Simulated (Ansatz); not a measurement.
# Decaying states in the gap of Sr4As2Se, part 2 of 3

Aim: relax a made-up compound, Sr4As2Se, and see how good a tunnel barrier it would be. It is built by putting Sr for Ca, Se for O in the Ca4As2O structure of space group I4/mmm, with the volume rescaled by atomic radii. The parent structure comes from the Materials Project.

Ansatz 0.2.0; r2SCAN DFT, plane waves, PAW files (the session's first sound run).

So far. Step 2 (Relaxing the new crystal): The largest force component on a free atom ends at 0.0038 eV/Å.

The structure was built from a prototype and need not be the compound's stable phase.

### Step 3. The bulk crystal and its band edges

The energy window and the wavevectors of the next steps follow from the band edges, so these are searched first, off the mesh as well.

The input, input.yaml:

```yaml
crystal:
  lattice:
    - [-2.7785677015, 2.7785677015, 8.222275233]
    - [2.7785677015, -2.7785677015, 8.222275233]
    - [2.7785677015, 2.7785677015, -8.222275233]
  atoms:
    - { symbol: Sr, position: [0.6885061909, 0.6885061909, 0.0] }
    - { symbol: Sr, position: [0.3114938091, 0.3114938091, 0.0] }
    - { symbol: Sr, position: [0.0, 0.5, 0.5] }
    - { symbol: Sr, position: [0.5, 0.0, 0.5] }
    - { symbol: As, position: [0.8717192808, 0.8717192808, 0.0] }
    - { symbol: As, position: [0.1282807192, 0.1282807192, 0.0] }
    - { symbol: Se, position: [0.5, 0.5, 0.0] }
kpoints:
  mp_grid: { grid: [8, 8, 8] }
  band_path: { path: [VBM, CBM], npoints: 30 }
scf:
  occupations: { method: fixed }
hamiltonian:
  xc: r2scan
output:
  eigenvalues: true
  write_potential: true
  write_density: true
  volumetric_format: npy
  elf: true
```

On the command line:

```console
$ ansatz run input.yaml --threads 2 --pin off --max-ram 4096MiB --backend cpu --events-out ev --progress --plain --runs-dir out
```

Numbers of over 12 decimals in the logs are rounded to 6 here.

The log of the run:

```text
[...]
Crystal: 7 atoms, lattice volume = 253.918 Å³
Basis set: ecut = 500 eV, 6445 PW (Γ), exchange–correlation on 288×288×288 points (64 copies of the dense FFT grid, shifted against one another)
Bands: 52, of which v1, the nominal top of the filled ones, is band 43 counted from 1 (42 counted from 0)
Symmetry: 16 space group operations
[...]
k-points: 59 of 512
[...]
SCF iter   1: F=—  HF=-29436.746362 eV  |F-HF|=—  |Δ(HF+E_count)|=         —  Δρ=5.23e-3  dr2=2.24e-1  dr2_τ=3.43e-2  ethr=1.77e-3  ⟨swp⟩=6.3  Hψ=11072  notcnv=0  defer=390
[...]
SCF iter   8: F=-29436.863376 eV  HF=-29436.863376 eV  |F-HF|=8.07e-9  |Δ(HF+E_count)|=   9.01e-8  Δρ=2.18e-6  dr2=1.48e-8  dr2_τ=9.90e-10  ethr=1.16e-10  ⟨swp⟩=17.6  Hψ=17452  notcnv=0
SCF 1 converged in 8 iterations: F = -29436.863376 eV  dr2 = 1.48e-8
[...]
NSCF: frozen V_eff on 30 k-points
[...]
SCF converged after 8 iterations
Free energy (F): -29436.863376 eV
[...]
Internal energy: -29436.863376 eV  (E = F + TS)
E sigma→0 (E₀):  -29436.863376 eV
Fermi energy:    6.325669 eV
[...]
--- Band table (eV; the first three rows and the last of 59) ---
  k-point 0: bands = [... 39 lower, 5.3609, 5.9515, 5.9515, 6.3257, 6.8931, 7.8016, 7.8600, 8.4398, ... 5 higher]
  k-point 1: bands = [... 39 lower, 5.3304, 5.3566, 5.7595, 6.2716, 7.4419, 7.9964, 8.3107, 8.3442, ... 5 higher]
  k-point 2: bands = [... 39 lower, 5.1897, 5.3270, 5.3994, 6.0573, 7.9966, 8.3074, 8.7019, 9.1663, ... 5 higher]
  k-point 58: bands = [... 39 lower, 5.3255, 5.3583, 5.8263, 5.8263, 7.4938, 7.7816, 7.8407, 7.8696, ... 5 higher]
```

The job ended after 87 s (2 threads of AMD EPYC 7R13 (Zen 3), shared host; peak memory 2.2 GiB; 2.8 min of CPU time).

This step gave:

```yaml
free_energy: -29436.8634 eV
fermi_energy: 6.326 eV
gap_on_the_k_mesh: 0.5674 eV
gap_on_path: 0.5674 eV, by band count; negative where bands overlap
direct_gap_on_path: 0.5674 eV
edge_places_on_path: 0, 0 1/A along the path
```

Levels at VBM (eV): -3.67, -2.68, -2.68, -2.11, -0.96, -0.96, -0.37, -0.37, 0.00, 0.57, 1.48, 1.53, 2.11, 2.11, 2.37, 3.01, 3.32, 3.36.

Valence density in the ac plane of the conventional cell at fractional y = 0.000, with atoms of Sr and As and Se within 0.2 Å of it. It is the smooth field of the valence electrons, not physical close to the nuclei.

Ten steps, logarithmic in the rise over the least value, from '0' (0 e/Å³) to '9' (21 e/Å³), each cell a mean:
```
000013555420000
321101122100122
963100000001258
863100000001248
221000000000112
110000000000011
542000000000134
553100000000255
432000000000134
110000000000001
321101233200123
973213555421259
863113555421247
221000122100112
110000000000001
542000000000134
553100000000255
432000000000134
110000000000011
321100000000123
973100000001259
852100000001247
211001233200111
000013555420000
```
Columns run along a (5.6 Å), rows up along c (16.4 Å), edges of the conventional cell, whose origin can differ from the input's. Atoms in or near the plane, at fractional coordinates: Sr at (0.00, 0.69), Sr at (0.00, 0.31), Sr at (0.50, 0.00), Sr at (0.50, 0.50), As at (0.00, 0.87), As at (0.00, 0.13), Se at (0.00, 0.50).

ELF in the ac plane of the conventional cell at fractional y = 0.000, with atoms of Sr and As and Se within 0.2 Å of it. It is the smooth field of the valence electrons, not physical close to the nuclei.

Values, 24 rows by 15 columns, each cell a mean:
```
0.43 0.40 0.30 0.10 0.24 0.72 0.79 0.57 0.68 0.80 0.47 0.09 0.21 0.37 0.42
0.70 0.73 0.72 0.54 0.21 0.19 0.40 0.52 0.47 0.29 0.16 0.39 0.67 0.73 0.71
0.31 0.48 0.67 0.72 0.60 0.31 0.10 0.04 0.06 0.20 0.47 0.70 0.70 0.58 0.35
0.34 0.49 0.66 0.71 0.65 0.48 0.23 0.09 0.14 0.37 0.59 0.70 0.70 0.59 0.38
0.68 0.69 0.70 0.68 0.58 0.40 0.19 0.08 0.12 0.30 0.51 0.64 0.70 0.70 0.68
0.35 0.31 0.24 0.22 0.22 0.16 0.09 0.06 0.07 0.12 0.20 0.22 0.23 0.28 0.35
0.69 0.76 0.60 0.19 0.03 0.03 0.05 0.06 0.06 0.04 0.03 0.08 0.43 0.72 0.71
0.28 0.73 0.82 0.38 0.03 0.03 0.07 0.08 0.07 0.05 0.02 0.16 0.69 0.83 0.48
0.73 0.68 0.45 0.12 0.02 0.04 0.06 0.07 0.07 0.05 0.03 0.05 0.29 0.61 0.72
0.30 0.27 0.21 0.12 0.04 0.03 0.05 0.07 0.06 0.03 0.03 0.08 0.18 0.25 0.30
0.74 0.75 0.72 0.44 0.09 0.27 0.58 0.68 0.64 0.42 0.11 0.23 0.65 0.75 0.74
0.33 0.63 0.79 0.54 0.22 0.71 0.74 0.38 0.58 0.82 0.41 0.30 0.75 0.74 0.43
0.46 0.68 0.79 0.53 0.18 0.65 0.79 0.57 0.68 0.78 0.35 0.29 0.74 0.77 0.55
0.68 0.68 0.63 0.38 0.07 0.15 0.40 0.52 0.47 0.27 0.07 0.20 0.56 0.67 0.68
0.31 0.25 0.15 0.07 0.03 0.03 0.03 0.04 0.04 0.03 0.03 0.05 0.11 0.21 0.30
0.72 0.77 0.60 0.19 0.02 0.04 0.07 0.08 0.07 0.06 0.03 0.07 0.43 0.73 0.74
0.27 0.73 0.82 0.39 0.03 0.03 0.06 0.08 0.07 0.05 0.02 0.16 0.70 0.83 0.47
0.69 0.66 0.45 0.14 0.04 0.04 0.05 0.06 0.06 0.05 0.04 0.06 0.29 0.59 0.69
0.38 0.36 0.35 0.35 0.32 0.22 0.11 0.06 0.08 0.17 0.29 0.35 0.35 0.35 0.37
0.66 0.70 0.73 0.71 0.61 0.44 0.21 0.09 0.14 0.34 0.54 0.68 0.73 0.71 0.67
0.26 0.43 0.64 0.71 0.66 0.47 0.21 0.08 0.13 0.36 0.59 0.71 0.68 0.55 0.29
0.41 0.56 0.69 0.72 0.52 0.23 0.09 0.07 0.07 0.14 0.38 0.67 0.72 0.64 0.46
0.71 0.71 0.66 0.41 0.16 0.31 0.58 0.68 0.64 0.44 0.17 0.27 0.59 0.71 0.71
0.29 0.27 0.19 0.07 0.30 0.78 0.74 0.38 0.58 0.83 0.56 0.08 0.12 0.25 0.29
```
Columns run along a (5.6 Å), rows up along c (16.4 Å), edges of the conventional cell, whose origin can differ from the input's. Atoms in or near the plane, at fractional coordinates: Sr at (0.00, 0.69), Sr at (0.00, 0.31), Sr at (0.50, 0.00), Sr at (0.50, 0.50), As at (0.00, 0.87), As at (0.00, 0.13), Se at (0.00, 0.50).

Electrostatic potential energy in the ac plane of the conventional cell at fractional y = 0.000, with atoms of Sr and As and Se within 0.2 Å of it. With pseudopotentials it is smooth inside the atoms' cores, unlike the true potential.

Values in eV, 24 rows by 15 columns, each cell a mean:
```
  10   10   10    7    2  -14  -59  -85  -75  -31   -3    5    9   10   10
  -1    2    7    9    7    4   -1   -5   -3    2    6    8    8    4    0
   7   -1   -5    7    9    9    8    7    8    9    9    9    1   -6    5
   6   -2   -4    7   10   10   10   10   10   10   11    9    2   -6    3
   0    3    7   10   10   10   10   10   10   10   10   10    9    5    1
   1    3    6    8    9    9    9    9    9    9    9    8    7    4    2
 -64  -39   -8    2    6    8    9   10    9    9    7    4   -2  -23  -57
-103  -82  -21   -1    5    8    9   10    9    9    7    3   -8  -53 -100
 -36  -19   -3    3    7    8    9    9    9    9    7    5    0  -11  -30
   4    5    6    7    7    7    6    6    6    7    7    7    6    5    4
  -5   -2    5    7    5    0   -8  -17  -13   -3    3    6    6    1   -5
  -3   -9   -8    3    0  -19  -75  -99  -92  -42   -5    3   -2  -12   -5
  -6  -10   -6    4    1  -14  -59  -85  -75  -31   -3    4    0  -11   -8
  -1    3    6    7    6    3   -1   -5   -3    1    5    7    7    5    0
   1    2    5    6    7    7    7    7    7    7    7    7    6    3    1
 -60  -35   -8    2    6    8    9    9    9    9    7    4   -2  -20  -53
-103  -82  -22   -1    5    8    9   10    9    9    7    3   -8  -54 -101
 -41  -22   -4    4    7    8    9    9    9    9    8    5    0  -12  -35
   4    5    7    9    9   10   10   10   10   10    9    9    8    6    5
  -3   -1    6   10   11   10   10   10   10   10   11   10    8    2   -3
   9    1   -6    7   10   10   10    9    9   10   10    9    0   -6    8
   2   -4   -2    7    9    8    7    6    6    8    9    9    3   -6    0
   4    6    8    8    6    1   -8  -17  -13   -2    4    8    9    7    5
  11   11    9    7    1  -19  -75  -99  -92  -42   -5    5    9   10   11
```
Columns run along a (5.6 Å; values clipped at the 3rd and 97th percentile), rows up along c (16.4 Å), edges of the conventional cell, whose origin can differ from the input's. Atoms in or near the plane, at fractional coordinates: Sr at (0.00, 0.69), Sr at (0.00, 0.31), Sr at (0.50, 0.00), Sr at (0.50, 0.50), As at (0.00, 0.87), As at (0.00, 0.13), Se at (0.00, 0.50).

The searched edges give 0.567 eV, as on the mesh.

### Step 4. Decaying states in the gap

This step: r2SCAN DFT, plane waves, PAW files; complex bands by layer matching along the plane's normal (Ansatz 0.2.0).

The same crystal is laid in a cell whose first two vectors span the (001) plane (indices of the standard conventional cell, whose axes can be ordered otherwise than in the bulk input). At fixed energy and wavevector in the plane the solver finds all kz, real and complex. A few wavevectors are listed, (0, 0) and (0.5, 0) in units of the plane's reciprocal vectors; the slowest state needn't be among them.

The input, input.yaml:

```yaml
crystal:
  lattice:
    - [5.557135403, 0.0, 0.0]
    - [0.0, 5.557135403, 0.0]
    - [2.778567702, 2.778567702, 8.222275233]
  atoms:
    - { symbol: Sr, position: [0.3114938091, 0.3114938091, 0.3770123818] }
    - { symbol: Sr, position: [0.6885061909, 0.6885061909, 0.6229876182] }
    - { symbol: Sr, position: [0.5, 0.0, 0.0] }
    - { symbol: Sr, position: [0.0, 0.5, 0.0] }
    - { symbol: As, position: [0.1282807192, 0.1282807192, 0.7434385616] }
    - { symbol: As, position: [0.8717192808, 0.8717192808, 0.2565614384] }
    - { symbol: Se, position: [0.5, 0.5, 0.0] }
kpoints:
  mp_grid: { grid: [4, 4, 4] }
scf:
  occupations: { method: fixed }
hamiltonian:
  xc: r2scan
output:
  eigenvalues: true
  transmission:
    leads: [[0, 0]]
    kpoints: [[0.0, 0.0], [0.5, 0.0]]
    e_range: [-1.0, 1.57]
    de: 0.05
```

The log of the run:

```text
[...]
Crystal: 7 atoms, lattice volume = 253.918 Å³
Basis set: ecut = 500 eV, 6445 PW (Γ), exchange–correlation on 180×180×288 points (64 copies of the dense FFT grid, shifted against one another)
Bands: 52, of which v1, the nominal top of the filled ones, is band 43 counted from 1 (42 counted from 0)
Symmetry: 16 space group operations
[...]
k-points: 13 of 64
[...]
SCF iter   1: F=—  HF=-29436.739502 eV  |F-HF|=—  |Δ(HF+E_count)|=         —  Δρ=5.28e-3  dr2=2.29e-1  dr2_τ=3.45e-2  ethr=1.77e-3  ⟨swp⟩=6.3  Hψ=2486  notcnv=0  defer=83
[...]
SCF iter   8: F=-29436.855086 eV  HF=-29436.855086 eV  |F-HF|=9.16e-9  |Δ(HF+E_count)|=   1.23e-7  Δρ=2.19e-6  dr2=1.55e-8  dr2_τ=9.51e-10  ethr=1.16e-10  ⟨swp⟩=18.6  Hψ=3618  notcnv=0
SCF 1 converged in 8 iterations: F = -29436.855086 eV  dr2 = 1.55e-8
[...]
transmission: 16 of 32 steps passed
transmission: 32 of 32 steps passed
SCF converged after 8 iterations
Free energy (F): -29436.855086 eV
[...]
Internal energy: -29436.855086 eV  (E = F + TS)
E sigma→0 (E₀):  -29436.855086 eV
Fermi energy:    6.328537 eV
[...]
--- Band table (eV; the first three rows and the last of 13) ---
  k-point 0: bands = [... 39 lower, 5.3631, 5.9542, 5.9542, 6.3285, 6.8942, 7.8017, 7.8603, 8.4395, ... 5 higher]
  k-point 1: bands = [... 39 lower, 5.3478, 5.6954, 5.8848, 5.8848, 7.3762, 7.6358, 7.8341, 8.4416, ... 5 higher]
  k-point 2: bands = [... 39 lower, 5.3276, 5.3600, 5.8288, 5.8288, 7.4943, 7.7832, 7.8412, 7.8698, ... 5 higher]
  k-point 12: bands = [... 39 lower, 5.1850, 5.2209, 5.2209, 5.7059, 8.6382, 8.6382, 8.7145, 8.7978, ... 5 higher]
--- Transmission ---
  basis      : 325 plane waves across, 16 finite elements along
  points     : 2, as listed
  energies   : 52 from -1.000000 to 1.550000 eV about the Fermi level, 0.050000 eV apart; the leads are filled to 0.282816 eV, and channels, transmission and decay are at 0.300000 eV
  crystal 0  : Sr4As2Se1, at the sites [0, 0], period 8.2223 Å: whole cells are its period
    offset         : up to 0.0000 Å between an atom of the period and one for which it stands
    channels       : 0.000000e0 a spin
    conductance    : none, the energies end too early or step too widely for 300 K: set another output.transmission.e_range or a lower de, or, where they end at an eighth of basis.ecutwfc, a higher one
    slowest decay  : 0.0626 /Å at (0.0000, 0.0000)
```

Wall time 2.5 min (2 threads); peak memory 1.8 GiB.

This step gave:

- free energy: -29436.8551 eV
- Fermi energy: 6.329 eV
- gap on the k-mesh: 0.5656 eV
- level to which the leads are filled: 0.2828 eV from the Fermi level
- decay constant at the filling level, zone centre: 0.06265 Å⁻¹
- decay constant at the filling level, slowest listed point: 0.0626 Å⁻¹

K parallel (0, 0); values up to 1.5 1/Å, a degenerate pair printed once or twice; energies at which all values exceed this have no row. The Im kz of the slowest decaying states by energy, zero at the highest filled level on the SCF mesh:

```
energy (eV)  decay 1 (Å⁻¹)  decay 2 (Å⁻¹)  decay 3 (Å⁻¹)  decay 4 (Å⁻¹)
      -1.00         0.0747          0.139          0.456          0.639
      -0.85          0.184          0.357          0.619          0.638
      -0.75          0.198          0.369          0.605          0.623
      -0.60          0.212          0.246          0.451          0.585
      -0.50         0.0101          0.219          0.505          0.571
      -0.35         0.0931          0.227          0.548          0.550
      -0.25          0.185          0.230          0.535          0.542
      -0.10          0.233          0.238          0.513          0.514
       0.00        0.00162          0.234          0.258          0.495
       0.15         0.0542          0.233          0.276          0.464
       0.30         0.0626          0.230          0.286          0.431
       0.40         0.0582          0.227          0.290          0.407
       0.55         0.0216          0.221          0.291          0.368
       0.65          0.215          0.290          0.338          0.399
       0.80          0.205          0.286          0.287          0.377
       0.90          0.197          0.247          0.281          0.364
       1.05          0.165          0.182          0.272          0.346
       1.15         0.0617          0.171          0.264          0.335
       1.30          0.154          0.249          0.322          0.337
       1.40          0.147          0.237          0.238          0.314
       1.55         0.0400         0.0811          0.155          0.216
```

K parallel (0, 0). The Re kz of states that move upwards by energy, zero at the highest filled level on the SCF mesh:

```
energy (eV)  channel 1 (Å⁻¹)  channel 2 (Å⁻¹)  channel 3 (Å⁻¹)
      -1.00           -0.347           -0.347                -
      -0.95           -0.331                -                -
      -0.85           -0.263                -                -
      -0.80           -0.243                -                -
      -0.70           -0.210                -                -
      -0.65           -0.196                -                -
      -0.60           -0.182                -                -
      -0.50           -0.157                -                -
      -0.45           -0.203           -0.203           -0.144
      -0.40           -0.132           -0.104           -0.104
      -0.30           -0.108                -                -
      -0.25          -0.0955                -                -
      -0.15          -0.0694                -                -
      -0.10          -0.0548                -                -
      -0.05          -0.0373                -                -
       0.00                -                -                -
       0.05                -                -                -
       0.10                -                -                -
       0.15                -                -                -
       0.25                -                -                -
       0.30                -                -                -
       0.40                -                -                -
       0.45                -                -                -
       0.50                -                -                -
       0.60           0.0339                -                -
       0.65           0.0560                -                -
       0.70           0.0743                -                -
       0.80            0.108                -                -
       0.85            0.124                -                -
       0.95            0.157                -                -
       1.00            0.174                -                -
       1.05            0.192                -                -
       1.15            0.229                -                -
       1.20           -0.290            0.249                -
       1.25           -0.237            0.269                -
       1.35           -0.161            0.316                -
       1.40           -0.128            0.342                -
       1.50          -0.0559            0.171                -
       1.55           -0.354                -                -
```

(Continued in part 3 of 3.)

[Logs are printed without paths, hosts, clocks, repeated set-up lines and the standing remarks that a program may print on its own settings, such as how far it seeks lower states.]

[Hosts, paths, dates, database ids (printed as entryN), source tags and the programs' standing remarks are cut or masked in the printed files.]
